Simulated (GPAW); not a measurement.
# Ballistic transport through pyrazine between two Pd chains, from relaxation to T(E), part 2 of 2

How well does pyrazine between two Pd chains conduct once its atoms have relaxed, and how much do cheaper levels lose?

GPAW 26.7.0; GPAW LCAO, PAW setups; relaxation of the junction within the symmetry of its start, lead ends held (the session's first sound run).

So far, transmission at the Fermi level (one spin): step 3 (double-zeta polarised basis) 0.460; step 4 (basis szp(dzp)) 0.362.

### 5. Minimal basis

Level of this step: GPAW LCAO, PAW setups; Landauer transmission from Green's functions with principal layers (ASE), zero bias (GPAW).

One function for each valence shell of the setup, as for a first survey of a large system.

File run.py:

```python
import json
import numpy as np
from ase import Atoms
from ase.transport.calculators import TransportCalculator
from gpaw import GPAW, FermiDirac
from gpaw.lcao.tools import get_lcao_hamiltonian
from scipy.linalg import eigh

# The junction with lead layers at both ends, along the third cell vector
device = Atoms(
    ['Pd', 'Pd', 'Pd', 'Pd', 'Pd', 'Pd', 'Pd', 'Pd', 'N', 'H', 'H', 'C', 'C', 'C', 'C', 'H', 'H', 'N', 'Pd', 'Pd', 'Pd', 'Pd', 'Pd', 'Pd', 'Pd', 'Pd'],
    positions=[
        [5.31574, 4.50000, 1.25000],
        [5.31574, 4.50000, 3.75000],
        [5.31574, 4.50000, 6.25000],
        [5.31574, 4.50000, 8.75000],
        [5.31574, 4.50000, 11.25000],
        [5.31574, 4.50000, 13.75000],
        [5.31574, 4.50000, 16.25000],
        [5.31574, 4.50000, 18.72241],
        [5.31574, 4.50000, 20.77522],
        [7.41969, 4.50000, 20.93939],
        [3.21178, 4.50000, 20.93939],
        [4.15786, 4.50000, 21.51107],
        [6.47361, 4.50000, 21.51107],
        [4.15786, 4.50000, 22.90458],
        [6.47361, 4.50000, 22.90458],
        [3.21178, 4.50001, 23.47626],
        [7.41969, 4.50000, 23.47626],
        [5.31574, 4.50000, 23.64043],
        [5.31574, 4.50000, 25.69324],
        [5.31574, 4.50000, 28.16565],
        [5.31574, 4.50000, 30.66565],
        [5.31574, 4.50000, 33.16565],
        [5.31574, 4.50000, 35.66565],
        [5.31574, 4.50000, 38.16565],
        [5.31574, 4.50000, 40.66565],
        [5.31574, 4.50000, 43.16565]],
    cell=[[10.63147, 0.0, 0.0], [0.0, 9.0, 0.0], [0.0, 0.0, 44.41565]],
    pbc=True)

# One principal layer of the lead: the first 5 atoms of the device
lead = Atoms(
    ['Pd', 'Pd', 'Pd', 'Pd', 'Pd'],
    positions=[
        [5.31574, 4.50000, 1.25000],
        [5.31574, 4.50000, 3.75000],
        [5.31574, 4.50000, 6.25000],
        [5.31574, 4.50000, 8.75000],
        [5.31574, 4.50000, 11.25000]],
    cell=[[10.63147, 0.0, 0.0], [0.0, 9.0, 0.0], [0.0, 0.0, 12.5]],
    pbc=True)

settings = dict(mode='lcao', basis='sz(dzp)', xc='PBE', h=0.18,
                occupations=FermiDirac(0.1), maxiter=250,
                mixer=dict(beta=0.1, nmaxold=8, weight=100.0),
                convergence=dict(density=0.0001))
energies = np.arange(-2, 2 + 1e-9, 0.025)
eta = 0.0001
n1, n2 = 1, 1
# k and -k transmit alike, so half of the mesh across the current serves
mesh = [(i, j) for i in range(n1) for j in range(n2) if (i, j) <= (-i % n1, -j % n2)]
weights = np.array([1 if (i, j) == (-i % n1, -j % n2) else 2 for i, j in mesh]) / (n1 * n2)

# [... helper functions left out ...]
fermi_lead = ground_state(lead, (1, 1, 9), 'lead.txt')
fermi_device = ground_state(device, (1, 1, 2), 'device.txt')
# [... loop over the mesh left out, but for ...]
        # Shift the lead onto the potential of the device's first layer
        shift = ((H[:, 0, 0] - H0[:, 0, 0]) / S0[0, 0]).real.mean()
# [...]
kT = 8.617333e-5 * 300
bias = [0.1, 0.2, 0.5, 1.0, 1.5, 2.0]
# [... integrals and printing left out ...]
```

Launch:

```bash
$ OMP_NUM_THREADS=1 OPENBLAS_NUM_THREADS=1 python run.py
```

The program printed:

```text
basis functions: device 220, principal layer 60
Fermi level: lead -4.3573 eV, device -4.1837 eV; lead shifted by -0.0029 eV
largest coupling past the next layer 1.08e-04 eV, largest misfit of the first layer 0.033 eV
  E-E_F (eV)   T (one spin)  [channel counts left out]
    -2.000    1.2190e-01
    -1.975    1.2355e-01
    -1.950    1.2605e-01
[...]
1.975    1.3182e-03
     2.000    1.3711e-03
conductance at 300 K: 0.39344 G0 a cell; thermopower 40.1 uV/K
current from the zero-bias T(E) at 0.1 V: 2.9751 uA
current from the zero-bias T(E) at 0.2 V: 5.5822 uA
current from the zero-bias T(E) at 0.5 V: 11.947 uA
current from the zero-bias T(E) at 1.0 V: 22.057 uA
current from the zero-bias T(E) at 1.5 V: 32.289 uA
current from the zero-bias T(E) at 2.0 V: 43.783 uA
```

It took 3.1 min on 1 thread of Arm Neoverse V2, shared host; peak memory 2.6 GiB.

Numbers from this step:

```yaml
conductance: 0.3934 G₀
largest_coupling_past_the_next_principal_layer: 1.08e-4 eV
largest_misfit_of_the_first_principal_layer: 0.03268 eV
shift_that_aligns_the_lead: -0.002857 eV
basis_functions_of_the_junction: 220
basis_functions_of_a_principal_layer: 60
transmission_at_the_fermi_level_one_spin: 0.4257
```

One spin. The transmission, zone mean by energy, zero at the Fermi level:

| energy (eV) | transmission, zone mean |
| --- | --- |
| -2.000 | 0.122 |
| -1.900 | 0.134 |
| -1.800 | 0.159 |
| -1.700 | 0.199 |
| -1.600 | 0.258 |
| -1.500 | 0.334 |
| -1.400 | 0.422 |
| -1.300 | 0.506 |
| -1.200 | 0.568 |
| -1.100 | 0.635 |
| -1.000 | 0.605 |
| -0.900 | 0.576 |
| -0.800 | 0.647 |
| -0.775 | 0.686 |
| -0.700 | 0.529 |
| -0.600 | 0.507 |
| -0.500 | 0.514 |
| -0.400 | 0.526 |
| -0.300 | 0.511 |
| -0.200 | 0.532 |
| -0.100 | 0.523 |
| 0.000 | 0.426 |
| 0.100 | 0.0119 |
| 0.200 | 3.9e-4 |
| 0.300 | 4.4e-6 |
| 0.400 | 2.6e-5 |
| 0.500 | 8.2e-5 |
| 0.600 | 1.4e-4 |
| 0.700 | 1.9e-4 |
| 0.800 | 2.3e-4 |
| 0.900 | 2.8e-4 |
| 1.000 | 3.3e-4 |
| 1.100 | 3.8e-4 |
| 1.200 | 4.4e-4 |
| 1.300 | 5.0e-4 |
| 1.400 | 5.7e-4 |
| 1.500 | 6.5e-4 |
| 1.600 | 7.5e-4 |
| 1.700 | 8.7e-4 |
| 1.800 | 0.00101 |
| 1.900 | 0.00117 |
| 2.000 | 0.00137 |

The conductance, 0.393 G₀, lies 11 % below that of the dzp run.

### 6. LDA in the dzp basis: xc = "LDA"

Back in the dzp basis, the functional changes from PBE to LDA, to set the spread between functionals beside that between bases.

run.py: that of step 5 with these lines changed.

```diff
@@ -53,3 +53,3 @@
 
-settings = dict(mode='lcao', basis='sz(dzp)', xc='PBE', h=0.18,
+settings = dict(mode='lcao', basis='dzp', xc='LDA', h=0.18,
                 occupations=FermiDirac(0.1), maxiter=250,
```

The program printed:

```text
basis functions: device 530, principal layer 135
Fermi level: lead -4.5659 eV, device -4.2631 eV; lead shifted by -0.0005 eV
largest coupling past the next layer 1.19e-04 eV, largest misfit of the first layer 0.053 eV
  E-E_F (eV)   T (one spin)  [channel counts left out]
    -2.000    1.5754e-01
    -1.975    1.5615e-01
    -1.950    1.5546e-01
[...]
1.975    7.1599e-03
     2.000    7.3220e-03
conductance at 300 K: 0.48693 G0 a cell; thermopower 19.8 uV/K
current from the zero-bias T(E) at 0.1 V: 3.7257 uA
current from the zero-bias T(E) at 0.2 V: 7.1681 uA
current from the zero-bias T(E) at 0.5 V: 14.722 uA
current from the zero-bias T(E) at 1.0 V: 25.303 uA
current from the zero-bias T(E) at 1.5 V: 36.207 uA
current from the zero-bias T(E) at 2.0 V: 46.131 uA
```

Wall time 6.2 min (1 thread); peak memory 2.9 GiB.

This step gave:

```
conductance                                    : 0.4869 G₀
largest coupling past the next principal layer : 1.19e-4 eV
largest misfit of the first principal layer    : 0.05256 eV
shift that aligns the lead                     : -4.68e-4 eV
basis functions of the junction                : 530
basis functions of a principal layer           : 135
transmission at the Fermi level (one spin)     : 0.5038
```

One spin. The transmission, zone mean by energy, zero at the Fermi level:

energy (eV), transmission, zone mean and a bar:
```
   -2.000      0.158 ########
   -1.800      0.168 ########
   -1.600      0.219 ###########
   -1.400      0.296 ##############
   -1.200      0.400 ###################
   -1.000      0.483 #######################
   -0.800      0.507 #########################
   -0.625      0.621 ##############################
   -0.600      0.621 ##############################
   -0.450      0.612 ##############################
   -0.400      0.527 #########################
   -0.200      0.560 ###########################
    0.000      0.504 ########################
    0.200      0.005 
    0.400      0.000 
    0.600      0.001 
    0.800      0.002 
    1.000      0.003 
    1.200      0.004 
    1.400      0.004 
    1.600      0.005 
    1.800      0.006 
    2.000      0.007
```

The conductance, 0.487 G₀, lies 10 % above that of the dzp run.

### 7. Without the relaxation: geometry = "as built"

The dzp basis with PBE on the structure as first built shows what the relaxation was worth.

run.py: that of step 6 with these lines changed.

```diff
@@ -19,14 +19,14 @@
         [5.31574, 4.50000, 16.25000],
-        [5.31574, 4.50000, 18.72241],
-        [5.31574, 4.50000, 20.77522],
-        [7.41969, 4.50000, 20.93939],
-        [3.21178, 4.50000, 20.93939],
-        [4.15786, 4.50000, 21.51107],
-        [6.47361, 4.50000, 21.51107],
-        [4.15786, 4.50000, 22.90458],
-        [6.47361, 4.50000, 22.90458],
-        [3.21178, 4.50001, 23.47626],
-        [7.41969, 4.50000, 23.47626],
-        [5.31574, 4.50000, 23.64043],
-        [5.31574, 4.50000, 25.69324],
+        [5.31574, 4.50000, 18.75000],
+        [5.31574, 4.50000, 20.79000],
+        [7.38147, 4.50000, 20.94845],
+        [3.25000, 4.50000, 20.94845],
+        [4.17383, 4.50000, 21.51522],
+        [6.45764, 4.50000, 21.51522],
+        [4.17383, 4.50000, 22.90043],
+        [6.45764, 4.50000, 22.90043],
+        [3.25000, 4.50001, 23.46720],
+        [7.38147, 4.50000, 23.46720],
+        [5.31574, 4.50000, 23.62565],
+        [5.31574, 4.50000, 25.66565],
         [5.31574, 4.50000, 28.16565],
@@ -53,3 +53,3 @@
 
-settings = dict(mode='lcao', basis='dzp', xc='LDA', h=0.18,
+settings = dict(mode='lcao', basis='dzp', xc='PBE', h=0.18,
                 occupations=FermiDirac(0.1), maxiter=250,
```

The program printed:

```text
basis functions: device 530, principal layer 135
Fermi level: lead -4.1775 eV, device -3.8852 eV; lead shifted by -0.0007 eV
largest coupling past the next layer 1.07e-04 eV, largest misfit of the first layer 0.060 eV
  E-E_F (eV)   T (one spin)  [channel counts left out]
    -2.000    1.7161e-01
    -1.975    1.6991e-01
    -1.950    1.6897e-01
[...]
1.975    7.6539e-03
     2.000    7.8447e-03
conductance at 300 K: 0.42461 G0 a cell; thermopower 23.37 uV/K
current from the zero-bias T(E) at 0.1 V: 3.2462 uA
current from the zero-bias T(E) at 0.2 V: 6.2382 uA
current from the zero-bias T(E) at 0.5 V: 13.021 uA
current from the zero-bias T(E) at 1.0 V: 22.957 uA
current from the zero-bias T(E) at 1.5 V: 33.789 uA
current from the zero-bias T(E) at 2.0 V: 44.243 uA
```

Elapsed: 6.5 min, on 1 thread; peak memory 2.9 GiB.

This step gave:

```yaml
conductance: 0.4246 G₀
largest_coupling_past_the_next_principal_layer: 1.07e-4 eV
largest_misfit_of_the_first_principal_layer: 0.06005 eV
shift_that_aligns_the_lead: -6.85e-4 eV
transmission_at_the_fermi_level_one_spin: 0.4406
```

The conductance, 0.425 G₀, lies 4.1 % below that of the dzp run.

### 8. Cost and result by level

Times are for 1 thread of Arm Neoverse V2, shared host. The runs compared:

```
no.      run  conductance (G₀)     time  memory (GiB)
  1      dzp            0.4429    7 min           2.9
  2      szp            0.3314  4.5 min           2.7
  3       sz            0.3934  3.1 min           2.6
  4  dzp LDA            0.4869  6.2 min           2.9
  5  asbuilt            0.4246  6.5 min           2.9
```

### 9. The levels side by side

The curves are compared point by point over the common energies.

This step: comparison of transmission and cost over codes, levels and geometry (GPAW 26.7.0).

Ladder, by row:

```csv
step,code,T at the Fermi level (sum over the listed spins),conductance (G0),r.m.s. T(E) from the first,wall time (s),peak memory (GiB),threads
dzp,GPAW,0.4602,0.4429,0,418.2,2.88,1
szp,GPAW,0.3617,0.3314,0.05783,268.7,2.74,1
sz,GPAW,0.4257,0.3934,0.06322,183,2.61,1
dzp-LDA,GPAW,0.5038,0.4869,0.0217,369.1,2.88,1
asbuilt,GPAW,0.4406,0.4246,0.02452,391.3,2.88,1
```

The transmission, zone mean, sum over the listed spins by energy, zero at the Fermi level:

```csv
energy (eV),dzp,szp,sz,dzp-LDA,asbuilt
-2.000,0.145,0.132,0.122,0.158,0.172
-1.800,0.152,0.161,0.159,0.168,0.184
-1.600,0.207,0.246,0.258,0.219,0.251
-1.400,0.295,0.383,0.422,0.296,0.351
-1.200,0.415,0.514,0.568,0.400,0.473
-1.000,0.507,0.551,0.605,0.483,0.537
-0.800,0.506,0.674,0.647,0.507,0.515
-0.775,0.506,0.625,0.686,0.508,0.511
-0.650,0.641,0.470,0.513,0.568,0.669
-0.625,0.587,0.466,0.509,0.621,0.614
-0.600,0.551,0.513,0.507,0.621,0.557
-0.400,0.504,0.478,0.526,0.527,0.499
-0.200,0.531,0.488,0.532,0.560,0.515
0.000,0.460,0.362,0.426,0.504,0.441
0.200,0.00355,3.7e-4,3.9e-4,0.00535,0.00520
0.400,4.5e-4,0.00115,2.6e-5,2.7e-4,2.1e-4
0.600,0.00155,0.00160,1.4e-4,0.00129,0.00118
0.800,0.00246,0.00210,2.3e-4,0.00213,0.00205
1.000,0.00328,0.00265,3.3e-4,0.00284,0.00282
1.200,0.00410,0.00324,4.4e-4,0.00354,0.00358
1.400,0.00498,0.00389,5.7e-4,0.00429,0.00440
1.600,0.00601,0.00460,7.5e-4,0.00514,0.00535
1.800,0.00723,0.00543,0.00101,0.00613,0.00646
2.000,0.00873,0.00641,0.00137,0.00732,0.00784
```

### 10. A varied run

One more run, with changed settings.

This step: GPAW LCAO, PAW setups; Landauer transmission from Green's functions with principal layers (ASE), zero bias (GPAW 26.7.0).

run.py: that of step 7 with these lines changed.

```diff
@@ -19,14 +19,14 @@
         [5.31574, 4.50000, 16.25000],
-        [5.31574, 4.50000, 18.75000],
-        [5.31574, 4.50000, 20.79000],
-        [7.38147, 4.50000, 20.94845],
-        [3.25000, 4.50000, 20.94845],
-        [4.17383, 4.50000, 21.51522],
-        [6.45764, 4.50000, 21.51522],
-        [4.17383, 4.50000, 22.90043],
-        [6.45764, 4.50000, 22.90043],
-        [3.25000, 4.50001, 23.46720],
-        [7.38147, 4.50000, 23.46720],
-        [5.31574, 4.50000, 23.62565],
-        [5.31574, 4.50000, 25.66565],
+        [5.31574, 4.50000, 18.72241],
+        [5.31574, 4.50000, 20.77522],
+        [7.41969, 4.50000, 20.93939],
+        [3.21178, 4.50000, 20.93939],
+        [4.15786, 4.50000, 21.51107],
+        [6.47361, 4.50000, 21.51107],
+        [4.15786, 4.50000, 22.90458],
+        [6.47361, 4.50000, 22.90458],
+        [3.21178, 4.50001, 23.47626],
+        [7.41969, 4.50000, 23.47626],
+        [5.31574, 4.50000, 23.64043],
+        [5.31574, 4.50000, 25.69324],
         [5.31574, 4.50000, 28.16565],
@@ -54,4 +54,4 @@
 settings = dict(mode='lcao', basis='dzp', xc='PBE', h=0.18,
-                occupations=FermiDirac(0.1), maxiter=250,
-                mixer=dict(beta=0.1, nmaxold=8, weight=100.0),
+                occupations=FermiDirac(0.1), maxiter=100,
+                mixer=dict(beta=0.7, nmaxold=1, weight=1.0),
                 convergence=dict(density=0.0001))
```

The program printed:

```text
gpaw.KohnShamConvergenceError
```

It took 5.6 min on 1 thread; peak memory 0.7 GiB.

No converged result was reached; the numbers in the log don't describe the system.

The fault put into the input: mixing far too strong, under a cap of 100 iterations, which ended the run (beta = 0.7, nmaxold = 1 and weight = 1.0).

### 11. Outcome

```yaml
conductance: 0.443 G₀
transmission_at_the_fermi_level_mean_of_the_spins: 0.460
```

In words: In the dzp basis the junction conducts 0.443 G₀ at 300 K, with T = 0.460 a spin at the Fermi level; no smaller basis tried comes within 10 % of that conductance. Relaxation moved atoms by up to 0.039 Å and took the conductance from 0.425 to 0.443 G₀, as a ratio a smaller change than the step from dzp to the minimal basis. At the Fermi level two eigenchannels carry the current (0.29 and 0.16). Measured against the first run (dzp), the nearest curve is that of dzp-LDA (r.m.s. 0.022) and the farthest that of sz (0.063). Over the compared runs wall time goes from 183 s (sz) to 418 s (dzp), on a shared host. The leads kept an estimated spacing and the cell its length, so the junction may be under some tension or compression. The geometry comes from the orbital basis, which tends to overbind, and kept the symmetry of the start, so a structure of lower symmetry may lie lower. The run had no spin polarisation, so a magnetic state, which chains and small molecules with open shells often have, wasn't tested. Semilocal functionals put molecular levels too near the Fermi level, so such conductances usually come out too high, and chain electrodes have a sharper density of states than real ones. An evenly spaced straight chain is an idealisation: free chains tend to dimerise, zigzag or, where a band edge lies near the Fermi level, turn magnetic. The currents use the zero-bias T(E) throughout, which holds only while the bias is small against the distance to the nearest feature. Within about eight thermal energies of the Fermi level ln T(E) bends sharply from one computed energy to the next, or the lead's channel count changes, so the thermal averages, above all the thermopower, rest on an interpolation that may be rough.

[Logs are printed without paths, hosts, clocks, repeated set-up lines and the standing remarks that a program may print on its own settings, such as how far it seeks lower states.]

[Hosts, paths, dates, database ids (printed as entryN), source tags and the programs' standing remarks are cut or masked in the printed files.]
